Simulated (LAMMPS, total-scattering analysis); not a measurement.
## 86SiO2-5BaO-4Er2O3-5Al2O3 (mol %): what Qmax and the window do to G(r)

One neutron S(Q) of 86SiO2-5BaO-4Er2O3-5Al2O3 (mol %) at 300 K, zero pressure, simulated by classical molecular dynamics (LAMMPS) with the Morse and Coulomb pair potential with partial charges (Pedone, Malavasi, Menziani, Cormack and Segre, J. Phys. Chem. B 110, 11780 (2006)), is transformed to G(r) = (2/π)∫Q[S − 1]M(Q) sin(Qr) dQ with several cuts, with and without the Lorch function M = sin(πQ/Qmax)/(πQ/Qmax). It is rigid on the time of the run, a glass quenched from the melt; how it was made: 500 atoms placed at random at 2.81 g/cm^3, melted at 3500 K for 8 ps, cooled at 500 K/ps. First peaks of the pair functions: Si–O 1.60 Å, Al–O 1.73 Å, Er–O 2.22 Å, O–O 2.60 Å.

```
r (Å)  Qmax 8  Qmax 12  Qmax 20
 0.80   -0.61    -0.74    -0.78
 0.92   -1.13    -0.18    -0.59
 1.04   -1.54    -0.70    -1.32
 1.16   -1.47    -1.87    -0.78
 1.28   -0.76    -1.87    -1.11
 1.40    0.39     0.01    -1.97
 1.52    1.42     2.16     2.20
 1.64    1.73     2.51     4.51
 1.76    1.02     0.89     0.03
 1.88   -0.42    -1.07    -2.15
 2.00   -1.86    -2.07    -1.43
 2.12   -2.51    -2.17    -1.75
 2.24   -2.00    -1.81    -1.58
 2.36   -0.59    -0.83    -1.61
 2.48    0.94     0.80     0.33
 2.60    1.79     2.12     3.44
 2.72    1.62     1.92     1.85
 2.84    0.67     0.39    -0.70
 2.96   -0.43    -0.99    -0.60
 3.08   -1.08    -1.13    -0.66
 3.20   -1.09    -0.51    -0.59
 3.32   -0.67    -0.22    -0.52
 3.44   -0.24    -0.47    -0.67
 3.56   -0.04    -0.59    -0.17
 3.68   -0.06    -0.23    -0.16
 3.80   -0.07     0.23    -0.05
 3.92    0.11     0.40     0.39
 4.04    0.41     0.42     0.41
 4.16    0.63     0.52     0.73
 4.28    0.56     0.52     0.53
 4.40    0.23     0.17    -0.14
 4.52   -0.12    -0.26    -0.16
 4.64   -0.23    -0.24    -0.09
 4.76    0.03     0.27     0.26
 4.88    0.47     0.72     0.66
 5.00    0.79     0.71     0.56
 5.12    0.75     0.41     0.55
```

One more transform gave, r in Å and G: 0.80 -0.72, 0.92 -0.85, 1.04 -0.95, 1.16 -1.03, 1.28 -1.27, 1.40 -0.54, 1.52 1.67, 1.64 2.57, 1.76 0.69, 1.88 -1.32, 2.00 -1.73, 2.12 -1.60, 2.24 -1.64, 2.36 -1.05, 2.48 0.67, 2.60 2.10, 2.72 1.58, 2.84 0.06, 2.96 -0.65, 3.08 -0.62, 3.20 -0.59, 3.32 -0.58, 3.44 -0.48, 3.56 -0.31, 3.68 -0.13, 3.80 0.05, 3.92 0.27, 4.04 0.50, 4.16 0.58, 4.28 0.40, 4.40 0.05.

**Question.** Which cut and window is it, among Qmax = 8, 12, 20 and 30 Å⁻¹?

| transform | first maximum (Å) | G (Å⁻²) | width at half height over the −4πρ₀r line (Å) | ripple below it (Å⁻²) |
| --- | --- | --- | --- | --- |
| Qmax 8 | 1.62 | 1.76 | 0.46 | 0.36 |
| Qmax 12 | 1.58 | 2.67 | 0.35 | 0.46 |
| Qmax 20 | 1.62 | 4.85 | 0.21 | 0.23 |
| Qmax 20, Lorch | 1.62 | 2.68 | 0.30 | 0.01 |

A bare cut folds each peak with a function of width 3.8/Qmax and leaves ripples of period 2π/Qmax; the Lorch function folds with 5.4/Qmax and quenches the ripples. These are rough widths of the folding function; the peak's own width and neighbouring peaks enter the table too. The unknown is Qmax 20, Lorch: ripple period 0.31 Å, resolution width 0.27 Å.

[Logs are printed without paths, hosts, clocks, repeated set-up lines and the standing remarks that a program may print on its own settings, such as how far it seeks lower states.]
